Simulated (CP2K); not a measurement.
The O K edge of fluorooxirane was computed by TDDFT (CP2K XAS_TDP, aug-cc-pVDZ, TDA) at these levels: PBE, PBEh(45%) and PBEh(45%) + GW2X. The first three lines of O4 (bonded to 2 C) with a strength over 0.0015, energy in eV and strength:

```
run           first          second           third
  1  530.57 (0.043)  532.31 (0.035)  533.57 (0.003)
  2  512.22 (0.008)  512.95 (0.002)  513.27 (0.011)
  3  535.34 (0.043)  537.07 (0.035)  538.34 (0.003)
```

Q: Which run is which?

Run 1: PBEh(45%) (45 % exact exchange). Run 2: PBE (0 % exact exchange). Run 3: PBEh(45%) + GW2X (45 % exact exchange). Self-interaction lifts the core level, so the uncorrected lines rise with the share of exact exchange. The GW2X run keeps the spacings of its parent: 1.73 eV between the first two lines in run 3, 1.74 eV in run 1. Its shift is +4.77 eV, since the Kohn–Sham level at this share of exchange lies that far above the quasiparticle level.

[Banner, clock and machine lines of the logs are left out without a mark of their own.]

[Logs are printed without paths, hosts, clocks, repeated set-up lines and the standing remarks that a program may print on its own settings, such as how far it seeks lower states.]

[Hosts, paths, dates, database ids (printed as entryN), source tags and the programs' standing remarks are cut or masked in the printed files.]
